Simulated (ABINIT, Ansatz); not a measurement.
## Sr3BiN (Pm-3m): one start, several treatments of the self-energy

Wanted: the gap of Sr3BiN (Pm-3m) under several approximations, with cost.

Method: LDA and many-body steps on it, plane waves, in ABINIT 10.8.3.

## 1. The structure

Symmetry: Pm-3m, No. 221, cubic system. The conventional cell has a = 5.235 Å, b = 5.235 Å, c = 5.235 Å, α = 90.00°, β = 90.00°, γ = 90.00°. Nearest to Sr lie 2 N at 2.62 Å. Bi has 12 Sr at 3.70 Å nearest. Nearest to N lie 6 Sr at 2.62 Å. Farther neighbours and most contacts between anions are not listed.

The cell and positions are those that the Materials Project relaxed with its own functionals (PBE, PBE+U or r2SCAN), kept fixed. Spin-orbit coupling is left out unless a step names it.

## 2. Empty states on the mesh, 2×2×2 mesh, 501 bands

This step: ABINIT 10.8.3; DFT, LDA, plane waves, norm-conserving pseudopotentials.

The sums over transitions need many empty states on a uniform mesh; this step solves for them.

Input file run.abi:

```
acell 3*1.0 Angstrom
rprim 
  5.234939930000 0.000000000000 0.000000000000
  0.000000000000 5.234939930000 0.000000000000
  0.000000000000 0.000000000000 5.234939930000
ntypat 3
znucl 38 83 7
natom 5
typat 1 1 1 2 3
xred 
  0.500000000000 0.500000000000 0.000000000000
  0.000000000000 0.500000000000 0.500000000000
  0.500000000000 0.000000000000 0.500000000000
  0.000000000000 0.000000000000 0.000000000000
  0.500000000000 0.500000000000 0.500000000000
pp_dirpath "pseudos"
pseudos "Sr.upf, Bi.upf, N.upf"
ecut 36
ngkpt 2 2 2
nshiftk 1
shiftk 0 0 0
kptopt 1
chksymbreak 0
iscf -2
irdden 1
istwfk *1
nband 501
nbdbuf 44
tolwfr 1e-09
nstep 60
prtvol 0
indata_prefix "in"
outdata_prefix "out"
tmpdata_prefix "tmp"
```

Started as:

```bash
$ OMP_NUM_THREADS=1 mpirun -n 8 abinit run.abi > log
```

Numbers of over 12 decimals in the logs are rounded to 6 here.

The program printed:

```text
.Version 10.8.3 of ABINIT. v10.8.2 released Aug 2026.

 Symmetries : space group Pm -3 m (#221); Bravais cP (primitive cubic)
[... echo of the input left out ...]
== DATASET  1 ==================================================================
-   mpi_nproc: 8, omp_nthreads: 1 (-1 if OMP is not activated)
-    --> not optimal distribution: autoparal keyword recommended in input file <--

--- !DatasetInfo
iteration_state: {dtset: 1, }
dimensions: {natom: 5, nkpt: 4, mband: 501, nsppol: 1, nspinor: 1, nspden: 1, mpw: 10026, }
cutoff_energies: {ecut:  36.0, pawecutdg:  -1.0, }
[...]
4.37902    4.37902    4.39060    4.39060    4.39060    4.40723    4.40723    4.40723
   4.40943    4.41428    4.41428    4.44082    4.51238    4.51270    4.51704    4.51720
   4.51778    4.55632    4.55843    4.56404    4.58814
 prteigrs : prtvol=0 or 1, do not print more k-points.

== END DATASET(S) ==============================================================
================================================================================

 -outvars: echo values of variables after computation  --------
            nband         501
             nkpt           4
          spgroup         221
 [... the other variables as echoed above ...]

 Calculation completed.
```

It took 7.9 min on 8 MPI ranks of Arm Neoverse V1, shared host; peak memory 1 GiB.

Numbers from this step:

```
gap                                                           : 0.2585 eV
k of the valence top                                          : 0, 0, 0
k of the conduction bottom                                    : 0, 0, 0
least direct gap                                              : 0.2585 eV
k points computed                                             : 4
lowest point of the top converged band, above the valence top : 109.1438 eV
```

On this mesh the gap is 0.259 eV.

The density comes from a self-consistent run that is not shown.

## 3. Screening, 2×2×2 mesh, 203 bands, screening to 141.5 eV

The RPA dielectric matrix is built and inverted for each q.

This step: RPA screening on LDA, plane waves, norm-conserving pseudopotentials.

Edit run.abi of step 2 so:

```diff
@@ -23,10 +23,11 @@
 chksymbreak 0
-iscf -2
-irdden 1
 istwfk *1
-nband 501
-nbdbuf 44
-tolwfr 1e-09
-nstep 60
-prtvol 0
+occopt 1
+irdwfk 1
+optdriver 3
+nband 203
+ecuteps 5.2
+inclvkb 2
+awtr 1
+symchi 1
 indata_prefix "in"
```

The program printed:

```text
.Version 10.8.3 of ABINIT. v10.8.2 released Aug 2026.

 Symmetries : space group Pm -3 m (#221); Bravais cP (primitive cubic)
[... echo of the input left out ...]
== DATASET  1 ==================================================================
-   mpi_nproc: 8, omp_nthreads: 1 (-1 if OMP is not activated)

--- !DatasetInfo
iteration_state: {dtset: 1, }
dimensions: {natom: 5, nkpt: 4, mband: 203, nsppol: 1, nspinor: 1, nspden: 1, mpw: 10026, }
cutoff_energies: {ecut:  36.0, pawecutdg:  -1.0, }
electrons: {nelect:   5.80000000E+01, charge:   0.00000000E+00, occopt:   1.00000000E+00, tsmear:   1.00000000E-02, }

 SCREENING: Calculation of the susceptibility and dielectric matrices

 Based on a program developped by R.W. Godby, V. Olevano, G. Onida, and L. Reining.
 Incorporated in ABINIT by V. Olevano, G.-M. Rignanese, and M. Torrent.
.Using double precision arithmetic ; gwpc =  8

[... cell and pseudopotentials left out ...]
--------------------------------------------------------------------------------

 ==== K-mesh for the wavefunctions ====
 Number of points in the irreducible wedge :     4
[... list of points left out ...]
 Together with 48 symmetry operations and time-reversal symmetry
 yields     8 points in the full Brillouin Zone.

 ==== Q-mesh for the screening function ====
 Number of points in the irreducible wedge :     4
[... list of points left out ...]
 Together with 48 symmetry operations and time-reversal symmetry
 yields     8 points in the full Brillouin Zone.

 setmesh: FFT mesh size selected  =    40x   40x   40
          total number of points  =        64000

 vcoul_init : cutoff-mode = AUXILIARY_FUNCTION
 q-points for optical limit:   1
     1)      0.000010    0.000020    0.000030

- screening: taking advantage of time-reversal symmetry
- Maximum band index for partially occupied states nbvw = 29
- Remaining bands to be divided among processors   nbcw = 174
- Number of bands treated by each node ~21

 Number of electrons calculated from density =   58.0000; Expected =   58.0000
 average of density, n =  0.059910
 r_s =    1.5854
 omega_plasma =   23.6104 [eV]

 calculating chi0 at frequencies [eV] :
  1    0.000000E+00    0.000000E+00
  2    0.000000E+00    2.361042E+01

--------------------------------------------------------------------------------
  q-point number  1        q = ( 0.000000, 0.000000, 0.000000) [r.l.u.]
--------------------------------------------------------------------------------
[... chi0 elements left out ...]
 For q-point:  0.000010 0.000020 0.000030
  dielectric constant = 763.4577
  dielectric constant without local fields = 877.4763

  Average fulfillment of the sum rule on Im[epsilon] for q-point    1 :     73.36  [%]
[... wings left out ...]
  q-point number  2        q = ( 0.500000, 0.000000, 0.000000) [r.l.u.]
--------------------------------------------------------------------------------
[... chi0 elements left out ...]
  Average fulfillment of the sum rule on Im[epsilon] for q-point    2 :     79.07  [%]

 [... 2 further q-points ...]
```

It took 41 s on 8 MPI ranks; peak memory 3 GiB.

This step gave:

| Item | Value |
| --- | --- |
| ε∞ with local fields, on this mesh, along the program's q direction | 763.5 |
| the same without local fields | 877.5 |
| plasma frequency | 23.61 eV |
| plane waves in the screening matrix | 515 |

Local fields lower ε∞ by 13 %. The value itself is an artefact of the mesh, where one narrow direct gap carries too much weight.

## 4. G0W0, Godby-Needs plasmon pole

The self-energy is evaluated for the states that the input lists, and the levels follow from it, in one-shot runs by the linearised quasiparticle equation.

This step: G0W0 on LDA, plane waves, norm-conserving pseudopotentials.

Edit run.abi of step 3 so:

```diff
@@ -26,8 +26,15 @@
 irdwfk 1
-optdriver 3
+optdriver 4
 nband 203
+gwcalctyp 0
+ecutsigx 36
+symsigma 1
+nkptgw 1
+kptgw 
+  0.0000000000 0.0000000000 0.0000000000
+bdgw 
+  27 31
 ecuteps 5.2
-inclvkb 2
-awtr 1
-symchi 1
+irdscr 1
+ppmodel 1
 indata_prefix "in"
```

The program printed:

```text
.Version 10.8.3 of ABINIT. v10.8.2 released Aug 2026.

 Symmetries : space group Pm -3 m (#221); Bravais cP (primitive cubic)
[... echo of the input left out ...]
== DATASET  1 ==================================================================
-   mpi_nproc: 8, omp_nthreads: 1 (-1 if OMP is not activated)

--- !DatasetInfo
iteration_state: {dtset: 1, }
dimensions: {natom: 5, nkpt: 4, mband: 203, nsppol: 1, nspinor: 1, nspden: 1, mpw: 10026, }
cutoff_energies: {ecut:  36.0, pawecutdg:  -1.0, }
electrons: {nelect:   5.80000000E+01, charge:   0.00000000E+00, occopt:   1.00000000E+00, tsmear:   1.00000000E-02, }

 SIGMA: Calculation of the GW corrections

 Based on a program developped by R.W. Godby, V. Olevano, G. Onida, and L. Reining.
 Incorporated in ABINIT by V. Olevano, G.-M. Rignanese, and M. Torrent.
.Using double precision arithmetic ; gwpc =  8

[... cell and pseudopotentials left out ...]
--------------------------------------------------------------------------------

 ==== K-mesh for the wavefunctions ====
 Number of points in the irreducible wedge :     4
[... list of points left out ...]
 Together with 48 symmetry operations and time-reversal symmetry
 yields     8 points in the full Brillouin Zone.

 ==== Q-mesh for screening function ====
 Number of points in the irreducible wedge :     4
[... list of points left out ...]
 Together with 48 symmetry operations and time-reversal symmetry
 yields     8 points in the full Brillouin Zone.

 vcoul_init : cutoff-mode = AUXILIARY_FUNCTION
 q-points for optical limit:   1
     1)      0.000010    0.000020    0.000030
 setmesh: FFT mesh size selected  =    54x   54x   54
          total number of points  =       157464

 Number of electrons calculated from density =   58.0000; Expected =   58.0000
 average of density, n =  0.059910
 r_s =    1.5854
 omega_plasma =   23.6104 [eV]

 === KS Band Gaps ===
  >>>> For spin  1
   Minimum direct gap =   0.2585 [eV], located at k-point      :   0.0000  0.0000  0.0000
   Fundamental gap    =   0.2585 [eV], Top of valence bands at :   0.0000  0.0000  0.0000
                                       Bottom of conduction at :   0.0000  0.0000  0.0000
 SIGMA fundamental parameters:
 PLASMON POLE MODEL  1
 number of plane-waves for SigmaX                 9939
 number of plane-waves for SigmaC and W            515
 number of plane-waves for wavefunctions          9939
 number of bands                                   203
 number of independent spin polarizations            1
 number of spinorial components                      1
 number of k-points in IBZ                           4
 number of q-points in IBZ                           4
 number of symmetry operations                      48
 number of k-points in BZ                            8
 number of q-points in BZ                            8
 number of frequencies for dSigma/dE                 9
 frequency step for dSigma/dE [eV]                0.25
 number of omega for Sigma on real axis              0
 max omega for Sigma on real axis  [eV]           0.00
 zcut for avoiding poles [eV]                     0.10

 EPSILON^-1 parameters (SCR file):
 dimension of the eps^-1 matrix on file            515
 dimension of the eps^-1 matrix used               515
 number of plane-waves for wavefunctions          9939
 number of bands                                   203
 number of q-points in IBZ                           4
 number of frequencies                               2
 number of real frequencies                          1
 number of imag frequencies                          1

 matrix elements of self-energy operator (all in [eV])

 Perturbative Calculation

--- !SelfEnergy_ee
iteration_state: {dtset: 1, }
kpoint     : [   0.000,    0.000,    0.000, ]
spin       : 1
KS_gap     :    0.259
QP_gap     :    0.470
Delta_QP_KS:    0.212
data: !SigmaeeData |
     Band     E0 <VxcDFT>   SigX SigC(E0)      Z dSigC/dE  Sig(E)    E-E0       E
       27   6.971 -14.528 -17.047   2.775   0.750  -0.334 -14.336   0.192   7.162
       28   6.971 -14.528 -17.047   2.775   0.750  -0.334 -14.336   0.192   7.162
       29   6.971 -14.528 -17.047   2.775   0.750  -0.334 -14.336   0.192   7.162
       30   7.229  -8.597  -4.130  -3.969   0.810  -0.234  -8.194   0.404   7.633
       31   7.229  -8.597  -4.130  -3.969   0.810  -0.234  -8.194   0.404   7.633

== END DATASET(S) ==============================================================
================================================================================

 -outvars: echo values of variables after computation  --------
           etotal      0.0000000000E+00
            nband         203
             nkpt           4
          spgroup         221
 [... the other variables as echoed above ...]

 Calculation completed.
```

It took 11 s on 8 MPI ranks; peak memory 2.4 GiB; 87 s of CPU time.

This step gave:

```
G0W0 gap on the points computed              : 0.4710 eV
starting gap on the mesh                     : 0.2585 eV
k of the valence top                         : 0, 0, 0
k of the conduction bottom                   : 0, 0, 0
Z at the valence top                         : 0.75
Z at the conduction bottom                   : 0.81
least direct G0W0 gap on the computed points : 0.4710 eV
```

The gap on the mesh goes from 0.26 eV to 0.47 eV, a correction of +0.21 eV.

## 5. G0W0, von der Linden-Horsch plasmon pole

Edit run.abi of step 4 so:

```diff
@@ -38,3 +38,3 @@
 irdscr 1
-ppmodel 1
+ppmodel 3
 indata_prefix "in"
```

The program printed:

```text
.Version 10.8.3 of ABINIT. v10.8.2 released Aug 2026.

 Symmetries : space group Pm -3 m (#221); Bravais cP (primitive cubic)
[... echo of the input left out ...]
== DATASET  1 ==================================================================
-   mpi_nproc: 8, omp_nthreads: 1 (-1 if OMP is not activated)

--- !DatasetInfo
iteration_state: {dtset: 1, }
dimensions: {natom: 5, nkpt: 4, mband: 203, nsppol: 1, nspinor: 1, nspden: 1, mpw: 10026, }
cutoff_energies: {ecut:  36.0, pawecutdg:  -1.0, }
electrons: {nelect:   5.80000000E+01, charge:   0.00000000E+00, occopt:   1.00000000E+00, tsmear:   1.00000000E-02, }

 SIGMA: Calculation of the GW corrections

 Based on a program developped by R.W. Godby, V. Olevano, G. Onida, and L. Reining.
 Incorporated in ABINIT by V. Olevano, G.-M. Rignanese, and M. Torrent.
.Using double precision arithmetic ; gwpc =  8

[... cell and pseudopotentials left out ...]
--------------------------------------------------------------------------------

 ==== K-mesh for the wavefunctions ====
 Number of points in the irreducible wedge :     4
[... list of points left out ...]
 Together with 48 symmetry operations and time-reversal symmetry
 yields     8 points in the full Brillouin Zone.

 ==== Q-mesh for screening function ====
 Number of points in the irreducible wedge :     4
[... list of points left out ...]
 Together with 48 symmetry operations and time-reversal symmetry
 yields     8 points in the full Brillouin Zone.

 vcoul_init : cutoff-mode = AUXILIARY_FUNCTION
 q-points for optical limit:   1
     1)      0.000010    0.000020    0.000030
 setmesh: FFT mesh size selected  =    54x   54x   54
          total number of points  =       157464

 Number of electrons calculated from density =   58.0000; Expected =   58.0000
[...]
number of q-points in IBZ                           4
 number of symmetry operations                      48
 number of k-points in BZ                            8
 number of q-points in BZ                            8
 number of frequencies for dSigma/dE                 9
 frequency step for dSigma/dE [eV]                0.25
 number of omega for Sigma on real axis              0
 max omega for Sigma on real axis  [eV]           0.00
 zcut for avoiding poles [eV]                     0.10

 EPSILON^-1 parameters (SCR file):
 dimension of the eps^-1 matrix on file            515
 dimension of the eps^-1 matrix used               515
 number of plane-waves for wavefunctions          9939
 number of bands                                   203
 number of q-points in IBZ                           4
 number of frequencies                               2
 number of real frequencies                          1
 number of imag frequencies                          1

 matrix elements of self-energy operator (all in [eV])

 Perturbative Calculation

--- !SelfEnergy_ee
iteration_state: {dtset: 1, }
kpoint     : [   0.000,    0.000,    0.000, ]
spin       : 1
KS_gap     :    0.259
QP_gap     :    0.368
Delta_QP_KS:    0.109
data: !SigmaeeData |
     Band     E0 <VxcDFT>   SigX SigC(E0)      Z dSigC/dE  Sig(E)    E-E0       E
       27   6.971 -14.528 -17.047   2.431   0.820  -0.220 -14.600  -0.072   6.899
       28   6.971 -14.528 -17.047   2.431   0.820  -0.220 -14.600  -0.072   6.899
       29   6.971 -14.528 -17.047   2.431   0.820  -0.220 -14.600  -0.072   6.899
       30   7.229  -8.597  -4.130  -4.424   0.860  -0.162  -8.560   0.037   7.267
       31   7.229  -8.597  -4.130  -4.424   0.860  -0.162  -8.560   0.037   7.267

== END DATASET(S) ==============================================================
================================================================================

 -outvars: echo values of variables after computation  --------
           etotal      0.0000000000E+00
            nband         203
             nkpt           4
          spgroup         221
 [... the other variables as echoed above ...]

 Calculation completed.
```

The job ended after 10 s (8 MPI ranks; peak memory 2.1 GiB; 81 s of CPU time).

This step gave:

* G0W0 gap on the points computed: 0.3680 eV
* starting gap on the mesh: 0.2585 eV
* k of the valence top: 0, 0, 0
* k of the conduction bottom: 0, 0, 0
* Z at the valence top: 0.82
* Z at the conduction bottom: 0.86
* least direct G0W0 gap on the computed points: 0.3680 eV

Against G0W0 in ABINIT (2×2×2 mesh, 203 bands, screening to 141.5 eV, Godby-Needs plasmon pole), the gap moves by −0.103 eV.

[end of part 1 of 2]

[Paths, hosts, dates, memory and timing lines, banners, echoed tables and standing remarks are left out of the program output.]

[Logs are printed without paths, hosts, clocks, repeated set-up lines and the standing remarks that a program may print on its own settings, such as how far it seeks lower states.]

[Runs of the session that timed out or met a known fault of the program may be left out.]

[No measured gap is set beside runs whose start may be inverted or whose files or cutoffs have a known fault.]

[Hosts, paths, dates, database ids (printed as entryN), source tags and the programs' standing remarks are cut or masked in the printed files.]

[G0W0 gaps are taken among the corrected bands and points alone; a level outside them can change the order at an edge.]

[Where Ansatz stands beside ABINIT at settings called matched, ABINIT's density can come from a denser mesh and the files from another edition; pairs whose starting gaps differed by over 0.03 eV were left out, so agreement reads better than it is.]
